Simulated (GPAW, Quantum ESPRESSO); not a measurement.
# O K-edge XANES of Ag2PdO2 (Immm), part 2 of 2

Aim: the O K edge of Ag2PdO2 (Immm) by two routes, a Lanczos recursion (XSpectra) and a sum over empty bands (GPAW), to see which features are robust.

Quantum ESPRESSO 7.5 and GPAW 26.7.0; core-hole supercells, plane-wave PAW LDA.

So far. Step 7 (Spectrum with XCH, O atom 4 (Quantum ESPRESSO)): The total-energy difference is 533.70 eV. One term is added: -8.83 eV, since the hole is spin-paired here and a spin-polarised one costs that much less in the free atom (computed apart). The photon energy is then 524.87 eV. The functional leaves an error in such absolute values: in the free atom LDA prices this hole 4.1 eV below PBE (computed apart), and PBE is itself good to a few eV.

### Step 11. Spectrum with XCH, O atom 4 (GPAW)

The holes are 5.5 Å apart. The excited electron is kept in the cell, where it fills the lowest empty states and screens the hole. After the field has converged, empty bands are computed with the density fixed and the dipole matrix elements are summed.

File xas.py:

```python
import numpy as np
from ase import Atoms
from ase.parallel import parprint, paropen
from gpaw import GPAW, PW, FermiDirac, Mixer, MixerDif, setup_paths
from gpaw.test import gen
setup_paths.insert(0, '.')
gen('O', name='fch1s', xcname='LDA', corehole=(1, 0, 1), write_xml=True)
from gpaw.mpi import world
world.barrier()

atoms = Atoms('Ag4Pd2O4',
    cell=[[3.00803, -4.55523, 0],
     [3.00803, 4.55523, 0],
     [-1.504015, 2.277615, 4.94885]],
    scaled_positions=[[0.64242, 0, 0.28484],
     [0.14242, 0.5, 0.28484],
     [0.35758, 0, 0.71516],
     [0.85758, 0.5, 0.71516],
     [0, 0, 0],
     [0.5, 0.5, 0],
     [0.3873, 0.25, 0.2746],
     [0.8873, 0.75, 0.2746],
     [0.1127, 0.25, 0.7254],
     [0.6127, 0.75, 0.7254]],
    pbc=True)
atoms.calc = calc = GPAW(legacy_gpaw=True, mode=PW(500, force_complex_dtype=True), xc='LDA', setups={6: 'fch1s'},
    kpts={'size': (4, 4, 4), 'gamma': True}, occupations=FermiDirac(0.1),
    charge=-1, mixer=Mixer(0.1, 5, 50), maxiter=150,
    convergence={'density': 0.0001, 'eigenstates': 1e-6}, txt='scf.txt')
energy = atoms.get_potential_energy() + calc.get_reference_energy()
ef = calc.get_fermi_level()
out = dict(energy=energy, fermi=ef, forces=atoms.get_forces().tolist())
parprint(f'all-electron energy {energy:.4f} eV, Fermi level {ef:.4f} eV')
ev = np.array([[calc.get_eigenvalues(k, s) for k in range(len(calc.get_ibz_k_points()))] for s in range(calc.get_number_of_spins())])
out['homo'], out['lumo'], out['counts'] = ev[ev < ef].max(), ev[ev > ef].min(), sorted(set((ev < ef).sum((0, 2)).tolist()))
out['filled'] = (ev[:, 0] < ef).sum(1).tolist()

from ase.units import Ha
from gpaw.xas import dipole_matrix_elements
nb = int(calc.get_number_of_electrons() / 2) + 94
top, nb = nb, nb + 8 + nb // 12
nscf = calc.fixed_density(kpts={'size': (5, 5, 5), 'gamma': True}, nbands=nb,
    convergence={'bands': top, 'eigenstates': 5e-3}, maxiter=60, txt='nscf.txt')
cell = atoms.cell.array
ops = [cell.T @ U.T @ np.linalg.inv(cell.T) for U in nscf.wfs.kd.symmetry.op_scc]
E = np.arange(-6, 34, 0.1)
fwhm = np.interp(E, [4, 25], [0.9, 3.5])
Y, X, zero, highest = 0, 0, 1e9, 1e9
for spin in range(nscf.get_number_of_spins()):
    wfs = nscf.wfs
    mine = wfs.bd.get_slice()  # this rank's bands
    A = dipole_matrix_elements(wfs.setups[6])
    eps = np.zeros((wfs.kd.nibzkpts, nb))
    d = np.zeros((3, A.shape[1], wfs.kd.nibzkpts, nb), complex)
    for kpt in wfs.kpt_u:
        if kpt.s == spin and 6 in kpt.P_ani:
            eps[kpt.k, mine] = kpt.eps_n * Ha
            d[:, :, kpt.k, mine] = (kpt.weight * wfs.nspins / 2) ** 0.5 * np.inner(A, kpt.P_ani[6])
    world.sum(eps)
    world.sum(d)
    T = np.einsum('amkn,bmkn->abkn', d, d.conj()).real
    T = sum(np.einsum('ai,ijkn,bj->abkn', R, T, R) for R in ops) / len(ops)
    empty = eps > ef
    zero, highest = min(zero, eps[empty].min()), min(highest, eps[:, top - 1].min())
    lines = [(eps, T, empty)] if spin == 0 else lines + [(eps, T, empty)]
for eps, T, empty in lines:
    f = np.einsum('aakn->akn', T).reshape(3, -1)
    x = eps.ravel() - zero
    w = np.interp(x, E, fwhm) / 2.35482
    g = np.exp(-0.5 * ((E[:, None] - x) / w) ** 2) / (w * (2 * np.pi) ** 0.5)
    Y = Y + (f * empty.ravel()) @ g.T
    X = X + (f * ~empty.ravel()) @ g.T
out.update(E=E.round(2).tolist(), xas=Y.tolist(), xes=X.tolist(), zero=zero, valid=highest - zero, nk=len(eps), nb=nb)
for i in range(0, len(E), 10):
    parprint(f'{E[i]:7.2f}', *(f'{v:10.3e}' for v in Y[:, i]))
import json
with paropen('out.json', 'w') as f:
    json.dump(out, f)
```

The run is started by

```bash
> OMP_NUM_THREADS=1 mpirun -n 4 gpaw python xas.py
```

Wall time 2 min (4 MPI ranks of AMD EPYC 9R14 (Zen 4), shared host); peak memory 0.62 GiB.

The O K spectrum, O atom 4, excited-electron core hole (neutral cell) (energy from the lowest empty level; intensity scaled to a mean of 1 over the first 20 eV; polarised curves are means over the symmetry-equivalent atoms):

```
E (eV)  isotropic  ε ∥ x  ε ∥ y  ε ∥ z
  -2.0       0.00   0.00   0.00   0.00
  -1.0       0.01   0.01   0.01   0.01
   0.0       1.30   1.38   0.66   1.86
   1.0       2.61   3.52   2.53   1.79
   2.0       0.83   0.62   0.82   1.04
   3.0       0.87   0.72   0.81   1.07
   4.0       0.98   0.70   1.31   0.92
   5.0       0.97   0.68   1.32   0.93
   6.0       1.27   1.03   1.28   1.49
   7.0       1.33   1.86   0.96   1.16
   8.0       0.94   1.55   0.57   0.70
   9.0       0.73   0.93   0.68   0.60
  10.0       0.82   0.85   0.91   0.70
  11.0       0.99   1.11   0.97   0.90
  12.0       0.96   1.13   0.82   0.94
  13.0       1.02   1.16   0.86   1.03
  14.0       1.07   1.11   1.00   1.11
  15.0       0.96   0.97   0.88   1.04
  16.0       0.73   0.70   0.65   0.85
  17.0       0.57   0.46   0.53   0.72
  18.0       0.52   0.37   0.48   0.71
  19.0       0.57   0.38   0.50   0.82
  20.0       0.65   0.45   0.59   0.91
  21.0       0.74   0.54   0.77   0.92
  22.0       0.85   0.66   1.00   0.88
  23.0       0.96   0.85   1.19   0.85
  24.0       1.08   1.08   1.27   0.87
  25.0       1.14   1.25   1.26   0.91
  26.0       1.11   1.24   1.17   0.91
  27.0       0.99   1.08   1.06   0.85
  28.0       0.88   0.91   0.97   0.76
  29.0       0.82   0.82   0.94   0.70
  30.0       0.81   0.81   0.92   0.68
  31.0       0.81   0.86   0.88   0.69
  32.0       0.82   0.92   0.81   0.72
```

Main maxima below 24 eV (height): 0.7 eV (2.82), 4.5 eV (1.06), 6.6 eV (1.37) and 13.9 eV (1.07). 

The total-energy difference is 533.95 eV. With the free-atom term of -8.83 eV for this edge, the photon energy is 525.12 eV.

### Step 12. The two programs side by side

The line shapes differ (Lorentzian half width 0.4 eV up to 4 eV, rising linearly to 1.75 eV at 25 eV (not a setting of the program: the run's 0.4 eV curve was folded afterwards with a further Lorentzian above 4 eV), against Gaussian full width 0.9 eV up to 4 eV, rising linearly to 3.5 eV at 25 eV), so both get a further Gaussian of 1.5 eV full width before they are compared; the Lorentzian tails remain.

```
E (eV)  XSpectra  GPAW
 -2.00      0.15  0.01
 -1.25      0.31  0.12
 -0.50      0.79  0.67
  0.25      1.52  1.66
  1.00      1.75  1.99
  1.75      1.37  1.38
  2.50      1.07  0.93
  3.25      1.03  0.90
  4.00      1.08  0.97
  4.75      1.11  1.02
  5.50      1.16  1.11
  6.25      1.22  1.25
  7.00      1.19  1.23
  7.75      1.06  1.05
  8.50      0.93  0.86
  9.25      0.87  0.78
 10.00      0.90  0.84
 10.75      0.94  0.93
 11.50      0.96  0.97
 12.25      0.96  0.99
 13.00      0.97  1.02
 13.75      0.96  1.04
 14.50      0.92  1.01
 15.25      0.83  0.89
 16.00      0.73  0.75
 16.75      0.65  0.62
 17.50      0.60  0.55
 18.25      0.59  0.54
 19.00      0.60  0.57
 19.75      0.63  0.63
 20.50      0.66  0.70
 21.25      0.70  0.77
 22.00      0.74  0.85
 22.75      0.78  0.93
 23.50      0.82  1.02
 24.25      0.85  1.09
 25.00      0.87  1.12
 25.75      0.87  1.11
 26.50      0.84  1.05
 27.25      0.79  0.97
 28.00      0.75  0.89
 28.75      0.71  0.84
 29.50      0.69  0.82
 30.25      0.68  0.81
 31.00      0.67  0.81
 31.75      0.66  0.81
```

```
                                                                          XSpectra        GPAW
                                                k mesh of the spectrum       7×6×7       5×5×5
                                                           cutoff (eV)         680         500
highest intensity below 16 eV after the common broadening, eV (height)  0.8 (1.77)  0.8 (2.02)
                                    zero, corrected photon energy (eV)       524.9       525.1
                                    core time, hole field and spectrum      31 min       8 min
```

### Step 13. What came out

```yaml
absorber_and_edge: O K, atom 4 of the ground-state input (counted from 1)
surroundings: 2 Pd at 2.03 Å and 2 Ag at 2.28 Å (4-fold, site symmetry mm2)
highest_intensity_below_16_ev_xspectra_narrow_line: 0.8 eV above the zero, height 2.23
photon_energy_of_the_zero_with_the_added_terms: 524.9 eV (raw 533.7 eV; LDA puts this hole about 4 eV below PBE, itself good to a few eV)
```

In words: The two programs agree closely: 10 % r.m.s. remains over the first 14 eV after a relative shift of 0.0 eV, and their photon-energy zeros differ by 0.3 eV. In XSpectra the O K edge of atom 4, with 2 Pd at 2.03 Å and 2 Ag at 2.28 Å (4-fold, site symmetry mm2), has its highest intensity of the first 16 eV at 0.8 eV above the zero, near 526 eV in photon energy (LDA puts this hole about 4 eV below PBE, itself good to a few eV), 2.2 times the mean level of the first 20 eV (Lorentzian half width 0.4 eV). In XSpectra, at the O K edge of atom 4 polarisation matters most near 0.9 eV, where the curves differ by 1.4 on this scale. 3 further runs of this session are left out of this account as redundant. The unit cell's mesh shows no gap over 0.35 eV. That is right for a metallic compound; for a small-gap or correlated insulator it would be the fault of the functional or of the assumed magnetic order, and the hole would be screened too well. The holes are only 5.5 Å apart, so the shape is probably not converged with cell size; no larger cell was run here. The structure is a published determination, not relaxed.

[Logs are printed without paths, hosts, clocks, repeated set-up lines and the standing remarks that a program may print on its own settings, such as how far it seeks lower states.]

[Hosts, paths, dates, database ids (printed as entryN), source tags and the programs' standing remarks are cut or masked in the printed files.]

[Lists of maxima count a maximum above −3 eV only where it reaches 4 % of the highest in the window and stands out from its surroundings by 2 % of it (1.5 % where it reaches 55 %); shoulders and weaker maxima are passed over, and of the rest the first, up to two pre-edge ones and the few strongest are named.]
